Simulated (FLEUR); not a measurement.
# Collinear magnetic orders of CrO2 with FLEUR, part 3 of 4

A self-consistent run ends on one state, which hangs on the start. Several orders of CrO2 are started in FLEUR and their energies compared.

FLEUR MaX-R8.1; PBE with U = 3.5 eV on Cr d; all-electron FLAPW, Dirac cores, scalar-relativistic bands.

So far, largest spin moment in the muffin-tin sphere (μB): step 2 (run 1 (ferro ++)) 2.26; step 3 (order 2, typed as antiferro q=(0,1/2,1/2) +-+-) 2.02.

## Step 5: Order 4, typed as antiferro q=(0,1/2,0) +-+-

Reversing part of the moments tests the sign of the couplings between them.

The cell is doubled to 12 atoms to hold this order. The mesh is halved along the doubled vector, so that both cells sample the same points. The k list default-1 (kpts.xml, not shown) is a Γ-centred 8×4×8 mesh.

Contents of inp.xml:

```
<?xml version="1.0" encoding="UTF-8" standalone="no"?>
<fleurInput fleurInputVersion="0.39">
   <comment>
      CrO2
   </comment>
   <calculationSetup>
      <cutoffs Kmax="4.4" Gmax="13.2" GmaxXC="13.2" numbands="0"/>
      <scfLoop itmax="120" minDistance="0.0001" maxIterBroyd="15" imix="Anderson" alpha="0.05" precondParam="0.0" spinf="2.0" sdNocoIR="T"/>
      <coreElectrons ctail="T" frcor="F" kcrel="0" coretail_lmax="0"/>
      <xcFunctional name="pbe" relativisticCorrections="F"/>
      <magnetism jspins="2"/>
      <soc l_soc="F" theta="0.0" phi="0.0" spav="F"/>
      <expertModes spex="0" secvar="F"/>
      <geometryOptimization l_f="F" forcealpha="1.0" forcemix="BFGS" epsdisp="0.00001" epsforce="0.00001"/>
      <ldaU l_linMix="F" mixParam="0.05" spinf="1.0"/>
   </calculationSetup>
   <cell>
      <bzIntegration valenceElectrons="104.0" mode="hist" fermiSmearingEnergy="0.00183747">
         <kPointListSelection listName="default-1"/>
         <xi:include xmlns:xi="http://www.w3.org/2001/XInclude" href="kpts.xml"> </xi:include>
      </bzIntegration>
      <xi:include xmlns:xi="http://www.w3.org/2001/XInclude" href="sym.xml"> </xi:include>
      <bulkLattice scale="1.0">
         <bravaisMatrix>
            <row-1>    8.3544791968565999     0.0000000000000000     0.0000000000000000</row-1>
            <row-2>    0.0000000000000000    16.7089583937131998     0.0000000000000000</row-2>
            <row-3>    0.0000000000000000     0.0000000000000000     5.5123311054581992</row-3>
         </bravaisMatrix>
      </bulkLattice>
   </cell>
   <atomSpecies>
      <species name="Chromium (3.000" element="Cr" atomicNumber="24">
         <mtSphere radius="2.22" gridPoints="735" logIncrement="0.016"/>
         <atomicCutoffs lmax="8" lnonsphr="6"/>
         <electronConfig flipSpins="F">
            <coreConfig>(1s1/2) (2s1/2) (2p1/2) (2p3/2)</coreConfig>
            <valenceConfig>(3s1/2) (3p1/2) (3p3/2) (4s1/2) (3d3/2) (3d5/2)</valenceConfig>
            <stateOccupation state="(4s1/2)" spinUp="0.5" spinDown="0.5"/>
            <stateOccupation state="(3d3/2)" spinUp="1.0" spinDown="1.0"/>
            <stateOccupation state="(3d5/2)" spinUp="3.0" spinDown="0.0"/>
         </electronConfig>
         <energyParameters s="4" p="4" d="3" f="4"/>
         <ldaU l="2" U="3.5" J="0.0" l_amf="F"/>
         <lo type="SCLO" l="0" n="3" eDeriv="0"/>
         <lo type="SCLO" l="1" n="3" eDeriv="0"/>
      </species>
      <species name="Chromium (-3.000" element="Cr" atomicNumber="24">
         <mtSphere radius="2.22" gridPoints="735" logIncrement="0.016"/>
         <atomicCutoffs lmax="8" lnonsphr="6"/>
         <electronConfig flipSpins="F">
            <coreConfig>(1s1/2) (2s1/2) (2p1/2) (2p3/2)</coreConfig>
            <valenceConfig>(3s1/2) (3p1/2) (3p3/2) (4s1/2) (3d3/2) (3d5/2)</valenceConfig>
            <stateOccupation state="(4s1/2)" spinUp="0.5" spinDown="0.5"/>
            <stateOccupation state="(3d3/2)" spinUp="1.0" spinDown="1.0"/>
            <stateOccupation state="(3d5/2)" spinUp="0.0" spinDown="3.0"/>
         </electronConfig>
         <energyParameters s="4" p="4" d="3" f="4"/>
         <ldaU l="2" U="3.5" J="0.0" l_amf="F"/>
         <lo type="SCLO" l="0" n="3" eDeriv="0"/>
         <lo type="SCLO" l="1" n="3" eDeriv="0"/>
      </species>
      <species name="Oxygen (O)" element="O" atomicNumber="8">
         <mtSphere radius="1.25" gridPoints="415" logIncrement="0.025"/>
         <atomicCutoffs lmax="6" lnonsphr="4"/>
         <electronConfig flipSpins="F">
            <coreConfig>(1s1/2)</coreConfig>
            <valenceConfig>(2s1/2) (2p1/2) (2p3/2)</valenceConfig>
            <stateOccupation state="(2p1/2)" spinUp="0.666667" spinDown="0.666667"/>
            <stateOccupation state="(2p3/2)" spinUp="1.333333" spinDown="1.333333"/>
         </electronConfig>
         <energyParameters s="2" p="2" d="3" f="4"/>
      </species>
   </atomSpecies>
   <atomGroups>
      <atomGroup species="Chromium (3.000">
         <relPos label="                   1">.0000000000 .0000000000 .0000000000</relPos>
         <relPos label="                   3">1.000/2.000 1.000/4.000 1.000/2.000</relPos>
         <force calculate="T" relaxXYZ="TTT"/>
      </atomGroup>
      <atomGroup species="Chromium (-3.000">
         <relPos label="                   2">.0000000000 1.000/2.000 .0000000000</relPos>
         <relPos label="                   4">1.000/2.000 -1.000/4.000 1.000/2.000</relPos>
         <force calculate="T" relaxXYZ="TTT"/>
      </atomGroup>
      <atomGroup species="Oxygen (O)">
         <relPos label="                   5">.3010000000 .1505000000 .0000000000</relPos>
         <relPos label="                  11">-.1990000000 .0995000000 1.000/2.000</relPos>
         <force calculate="T" relaxXYZ="TTT"/>
      </atomGroup>
      <atomGroup species="Oxygen (O)">
         <relPos label="                   6">.3010000000 -.3495000000 .0000000000</relPos>
         <relPos label="                  12">-.1990000000 -.4005000000 1.000/2.000</relPos>
         <force calculate="T" relaxXYZ="TTT"/>
      </atomGroup>
      <atomGroup species="Oxygen (O)">
         <relPos label="                   7">.1990000000 .4005000000 1.000/2.000</relPos>
         <relPos label="                  10">-.3010000000 -.1505000000 .0000000000</relPos>
         <force calculate="T" relaxXYZ="TTT"/>
      </atomGroup>
      <atomGroup species="Oxygen (O)">
         <relPos label="                   8">.1990000000 -.0995000000 1.000/2.000</relPos>
         <relPos label="                   9">-.3010000000 .3495000000 .0000000000</relPos>
         <force calculate="T" relaxXYZ="TTT"/>
      </atomGroup>
   </atomGroups>
   <output dos="F" band="F" slice="F">
      <bandDOS minEnergy="-.5*Htr" maxEnergy="0.5*Htr" sigma="0.015" storeEVData="T"/>
      <plotting iplot="0" polar="F">
         <plot TwoD="T" vec1="  1.0  0.0  0.0" vec2="  0.0  1.0  0.0" vec3="  0.0  0.0  1.0" zero="  0.0  0.0  0.0" file="plot"/>
      </plotting>
      <moessbauerParams electricFieldGradient="F" isomerShift="F" coreHyperfine="F" valenceHyperfine="F"/>
   </output>
</fleurInput>
```

Contents of crystal.txt:

```
CrO2
&input film=F cartesian=F /
4.42100000000  0.00000000000  0.00000000000
0.00000000000  8.84200000000  0.00000000000
0.00000000000  0.00000000000  2.91700000000
1.8897261246
1.0 1.0 1.0

12
24 0.00000000000  0.00000000000  0.00000000000 : 3.000
24 0.00000000000  0.50000000000  0.00000000000 : -3.000
24 0.50000000000  0.25000000000  0.50000000000 : 3.000
24 0.50000000000  0.75000000000  0.50000000000 : -3.000
8 0.30100000000  0.15050000000  0.00000000000
8 0.30100000000  0.65050000000  0.00000000000
8 0.19900000000  0.40050000000  0.50000000000
8 0.19900000000  0.90050000000  0.50000000000
8 0.69900000000  0.34950000000  0.00000000000
8 0.69900000000  0.84950000000  0.00000000000
8 0.80100000000  0.09950000000  0.50000000000
8 0.80100000000  0.59950000000  0.50000000000

&kpt div1=8 div2=4 div3=8 gamma=T /
```

Launch:

```console
$ OMP_NUM_THREADS=1 inpgen -f crystal.txt > inpgen.log  # inp.xml is then edited as shown
$ OMP_NUM_THREADS=1 mpirun -n 8 fleur_MPI > fleur.log
```

Log:

```text
[banner, memory and clock lines left out]
Welcome to FLEUR        (www.flapw.de)
      MaX-Release 8.1          (www.max-centre.eu)

 ========== k-point set info ==========
 Selected k-point list: default-1
 k-point list type: mesh
 0 x 0 x 0
 Number of k points: 80

 [... set-up left out ...]
 no density matrix found ... skipping LDA+U
 Reset of history
 Iteration:     1   Distance:      52.02873188 me/bohr^3
 Iteration:     2   Distance:      46.91972427 me/bohr^3
 Iteration:     3   Distance:      40.07740874 me/bohr^3
 Iteration:     4   Distance:      18.35129019 me/bohr^3
[...]
[... left out ...]
            <freeEnergy value="-4805.1920499978"/>
            <extrapolationTo0K value="-4805.1920027318"/>
         </totalEnergy>
         [... left out ...]
         <ldaUDensityMatrixConvergence>
            <distance spin="1" distance="0.017316"/>
            <distance spin="2" distance="0.017316"/>
         </ldaUDensityMatrixConvergence>
         <densityConvergence units="me/bohr^3">
            <chargeDensity spin="1" distance="0.1411407350"/>
            <chargeDensity spin="2" distance="0.1411407350"/>
            <overallChargeDensity distance="0.2192005156"/>
            <spinDensity distance="0.1778593890"/>
         </densityConvergence>
      </iteration>
```

The job ended after 10 min (8 MPI ranks of Arm Neoverse V2, shared host; peak memory 1.5 GiB).

The run was cut off at its time limit.

After 18 cycles the density distance stands at 0.22 me/bohr³, above the threshold of 0.0001.

## Step 6: Start 5: antiferro +-

Another pattern of signs weighs the neighbour shells otherwise.

The k list default-1 (kpts.xml, not shown) is a Γ-centred 8×8×8 mesh.

inp.xml, as its differences from that of step 5:

```diff
@@ -17,3 +17,3 @@
    <cell>
-      <bzIntegration valenceElectrons="104.0" mode="hist" fermiSmearingEnergy="0.00183747">
+      <bzIntegration valenceElectrons="52.0" mode="hist" fermiSmearingEnergy="0.00183747">
          <kPointListSelection listName="default-1"/>
@@ -25,3 +25,3 @@
             <row-1>    8.3544791968565999     0.0000000000000000     0.0000000000000000</row-1>
-            <row-2>    0.0000000000000000    16.7089583937131998     0.0000000000000000</row-2>
+            <row-2>    0.0000000000000000     8.3544791968565999     0.0000000000000000</row-2>
             <row-3>    0.0000000000000000     0.0000000000000000     5.5123311054581992</row-3>
@@ -76,3 +76,2 @@
          <relPos label="                   1">.0000000000 .0000000000 .0000000000</relPos>
-         <relPos label="                   3">1.000/2.000 1.000/4.000 1.000/2.000</relPos>
          <force calculate="T" relaxXYZ="TTT"/>
@@ -80,4 +79,3 @@
       <atomGroup species="Chromium (-3.000">
-         <relPos label="                   2">.0000000000 1.000/2.000 .0000000000</relPos>
-         <relPos label="                   4">1.000/2.000 -1.000/4.000 1.000/2.000</relPos>
+         <relPos label="                   2">1.000/2.000 1.000/2.000 1.000/2.000</relPos>
          <force calculate="T" relaxXYZ="TTT"/>
@@ -85,4 +83,4 @@
       <atomGroup species="Oxygen (O)">
-         <relPos label="                   5">.3010000000 .1505000000 .0000000000</relPos>
-         <relPos label="                  11">-.1990000000 .0995000000 1.000/2.000</relPos>
+         <relPos label="                   3">.3010000000 .3010000000 .0000000000</relPos>
+         <relPos label="                   5">-.3010000000 -.3010000000 .0000000000</relPos>
          <force calculate="T" relaxXYZ="TTT"/>
@@ -90,14 +88,4 @@
       <atomGroup species="Oxygen (O)">
-         <relPos label="                   6">.3010000000 -.3495000000 .0000000000</relPos>
-         <relPos label="                  12">-.1990000000 -.4005000000 1.000/2.000</relPos>
-         <force calculate="T" relaxXYZ="TTT"/>
-      </atomGroup>
-      <atomGroup species="Oxygen (O)">
-         <relPos label="                   7">.1990000000 .4005000000 1.000/2.000</relPos>
-         <relPos label="                  10">-.3010000000 -.1505000000 .0000000000</relPos>
-         <force calculate="T" relaxXYZ="TTT"/>
-      </atomGroup>
-      <atomGroup species="Oxygen (O)">
-         <relPos label="                   8">.1990000000 -.0995000000 1.000/2.000</relPos>
-         <relPos label="                   9">-.3010000000 .3495000000 .0000000000</relPos>
+         <relPos label="                   4">.1990000000 -.1990000000 1.000/2.000</relPos>
+         <relPos label="                   6">-.1990000000 .1990000000 1.000/2.000</relPos>
          <force calculate="T" relaxXYZ="TTT"/>
```

Contents of crystal.txt:

```
CrO2
&input film=F cartesian=F /
4.42100000000  0.00000000000  0.00000000000
0.00000000000  4.42100000000  0.00000000000
0.00000000000  0.00000000000  2.91700000000
1.8897261246
1.0 1.0 1.0

6
24 0.00000000000  0.00000000000  0.00000000000 : 3.000
24 0.50000000000  0.50000000000  0.50000000000 : -3.000
8 0.30100000000  0.30100000000  0.00000000000
8 0.19900000000  0.80100000000  0.50000000000
8 0.69900000000  0.69900000000  0.00000000000
8 0.80100000000  0.19900000000  0.50000000000

&kpt div1=8 div2=8 div3=8 gamma=T /
```

Log:

```text
[banner, memory and clock lines left out]
Welcome to FLEUR        (www.flapw.de)
      MaX-Release 8.1          (www.max-centre.eu)

 ========== k-point set info ==========
 Selected k-point list: default-1
 k-point list type: mesh
 0 x 0 x 0
 Number of k points: 112

 [... set-up left out ...]
 no density matrix found ... skipping LDA+U
 Reset of history
 Iteration:     1   Distance:      52.54243548 me/bohr^3
 Iteration:     2   Distance:      46.93855200 me/bohr^3
 Iteration:     3   Distance:      40.10445970 me/bohr^3
[...]
[... left out ...]
            <freeEnergy value="-2402.5904362532"/>
            <extrapolationTo0K value="-2402.5904003107"/>
         </totalEnergy>
         [... left out ...]
         <ldaUDensityMatrixConvergence>
            <distance spin="1" distance="0.000008"/>
            <distance spin="2" distance="0.000007"/>
         </ldaUDensityMatrixConvergence>
         <densityConvergence units="me/bohr^3">
            <chargeDensity spin="1" distance="0.0000602648"/>
            <chargeDensity spin="2" distance="0.0000449891"/>
            <overallChargeDensity distance="0.0000936761"/>
            <spinDensity distance="0.0000503640"/>
         </densityConvergence>
      </iteration>
```

Wall time 2.2 min (8 MPI ranks); peak memory 0.6 GiB; 18 min of CPU time.

Numbers from this step:

```yaml
free_energy: -65377.8164 eV
program_s_band_gap_on_this_mesh_in_a_metal_only_a_level_spacing: 0.07765 eV
magnetization: 0 μB
final_state: antiferromagnetic
largest_moment: 1.950 μB
```

It lies 168 meV a seeded atom over the first start, and its largest moment is 1.95 μB against 2.26 μB.

## Step 7: Run 6 (antiferro q=(1/2,1/2,0) +-+-)

An opposed order shows whether neighbours prefer unlike signs.

The cell is doubled to 12 atoms to hold this order. The mesh is halved along the doubled vector, so that both cells sample the same points. The k list default-1 (kpts.xml, not shown) is a Γ-centred 4×8×8 mesh.

inp.xml, as its differences from that of step 6:

```diff
@@ -17,3 +17,3 @@
    <cell>
-      <bzIntegration valenceElectrons="52.0" mode="hist" fermiSmearingEnergy="0.00183747">
+      <bzIntegration valenceElectrons="104.0" mode="hist" fermiSmearingEnergy="0.00183747">
          <kPointListSelection listName="default-1"/>
@@ -24,4 +24,4 @@
          <bravaisMatrix>
-            <row-1>    8.3544791968565999     0.0000000000000000     0.0000000000000000</row-1>
-            <row-2>    0.0000000000000000     8.3544791968565999     0.0000000000000000</row-2>
+            <row-1>   16.7089583937131998     0.0000000000000000     0.0000000000000000</row-1>
+            <row-2>    8.3544791968565999     8.3544791968565999     0.0000000000000000</row-2>
             <row-3>    0.0000000000000000     0.0000000000000000     5.5123311054581992</row-3>
@@ -79,3 +79,11 @@
       <atomGroup species="Chromium (-3.000">
-         <relPos label="                   2">1.000/2.000 1.000/2.000 1.000/2.000</relPos>
+         <relPos label="                   2">1.000/2.000 .0000000000 .0000000000</relPos>
+         <force calculate="T" relaxXYZ="TTT"/>
+      </atomGroup>
+      <atomGroup species="Chromium (3.000">
+         <relPos label="                   3">.0000000000 1.000/2.000 1.000/2.000</relPos>
+         <force calculate="T" relaxXYZ="TTT"/>
+      </atomGroup>
+      <atomGroup species="Chromium (-3.000">
+         <relPos label="                   4">1.000/2.000 1.000/2.000 1.000/2.000</relPos>
          <force calculate="T" relaxXYZ="TTT"/>
@@ -83,4 +91,4 @@
       <atomGroup species="Oxygen (O)">
-         <relPos label="                   3">.3010000000 .3010000000 .0000000000</relPos>
-         <relPos label="                   5">-.3010000000 -.3010000000 .0000000000</relPos>
+         <relPos label="                   5">.0000000000 .3010000000 .0000000000</relPos>
+         <relPos label="                   9">.0000000000 -.3010000000 .0000000000</relPos>
          <force calculate="T" relaxXYZ="TTT"/>
@@ -88,4 +96,14 @@
       <atomGroup species="Oxygen (O)">
-         <relPos label="                   4">.1990000000 -.1990000000 1.000/2.000</relPos>
-         <relPos label="                   6">-.1990000000 .1990000000 1.000/2.000</relPos>
+         <relPos label="                   6">1.000/2.000 .3010000000 .0000000000</relPos>
+         <relPos label="                  10">1.000/2.000 -.3010000000 .0000000000</relPos>
+         <force calculate="T" relaxXYZ="TTT"/>
+      </atomGroup>
+      <atomGroup species="Oxygen (O)">
+         <relPos label="                   7">-.3010000000 -.1990000000 1.000/2.000</relPos>
+         <relPos label="                  11">.3010000000 .1990000000 1.000/2.000</relPos>
+         <force calculate="T" relaxXYZ="TTT"/>
+      </atomGroup>
+      <atomGroup species="Oxygen (O)">
+         <relPos label="                   8">.1990000000 -.1990000000 1.000/2.000</relPos>
+         <relPos label="                  12">-.1990000000 .1990000000 1.000/2.000</relPos>
          <force calculate="T" relaxXYZ="TTT"/>
```

Contents of crystal.txt:

```
CrO2
&input film=F cartesian=F /
8.84200000000  0.00000000000  0.00000000000
4.42100000000  4.42100000000  0.00000000000
0.00000000000  0.00000000000  2.91700000000
1.8897261246
1.0 1.0 1.0

12
24 0.00000000000  0.00000000000  0.00000000000 : 3.000
24 0.50000000000  0.00000000000  0.00000000000 : -3.000
24 0.00000000000  0.50000000000  0.50000000000 : 3.000
24 0.50000000000  0.50000000000  0.50000000000 : -3.000
8 0.00000000000  0.30100000000  0.00000000000
8 0.50000000000  0.30100000000  0.00000000000
8 0.69900000000  0.80100000000  0.50000000000
8 0.19900000000  0.80100000000  0.50000000000
8 0.00000000000  0.69900000000  0.00000000000
8 0.50000000000  0.69900000000  0.00000000000
8 0.30100000000  0.19900000000  0.50000000000
8 0.80100000000  0.19900000000  0.50000000000

&kpt div1=4 div2=8 div3=8 gamma=T /
```

Log:

```text
[banner, memory and clock lines left out]
Welcome to FLEUR        (www.flapw.de)
      MaX-Release 8.1          (www.max-centre.eu)

 ========== k-point set info ==========
 Selected k-point list: default-1
 k-point list type: mesh
 0 x 0 x 0
 Number of k points: 96

 [... set-up left out ...]
 no density matrix found ... skipping LDA+U
 Reset of history
 Iteration:     1   Distance:      52.22183178 me/bohr^3
 Iteration:     2   Distance:      46.65744587 me/bohr^3
 Iteration:     3   Distance:      39.61899552 me/bohr^3
 Iteration:     4   Distance:      34.09006976 me/bohr^3
[...]
(+0.00000,+0.00000) (+0.00000,+0.09150) (+0.00000,+0.00000) (+0.17339,+0.00000) (+0.00000,+0.00000)
               (-0.03209,+0.00000) (+0.00000,+0.00000) (+0.00000,-0.07171) (+0.00000,+0.00000) (+0.18789,+0.00000)
            </densityMatrixFor>
            <densityMatrixFor spin="2" atomType="4" uIndex="4" l="2" U="3.50000000" J="0.00000000">
               (+0.41571,+0.00000) (+0.00000,+0.00000) (+0.00002,-0.19070) (+0.00000,+0.00000) (-0.14944,-0.00001)
               (+0.00000,+0.00000) (+0.61758,+0.00000) (+0.00000,+0.00000) (+0.00000,+0.27685) (+0.00000,+0.00000)
[... rest left out ...]
```

The job ended after 13 min (8 MPI ranks; peak memory 1.3 GiB).

The run was cut off at its time limit.

After 40 cycles the density distance stands at 3.1e-4 me/bohr³, above the threshold of 0.0001.

(Part 3 of 4 ends here.)

[Logs and program files are shortened in this print: banners, set-up blocks, solver, clock and traceback lines can be left out without a mark of their own.]

[Logs are printed without paths, hosts, clocks, repeated set-up lines and the standing remarks that a program may print on its own settings, such as how far it seeks lower states.]

[Hosts, paths, dates, database ids (printed as entryN), source tags and the programs' standing remarks are cut or masked in the printed files.]

[Where a cell is said to come from a database of computed structures, the database is the Materials Project.]
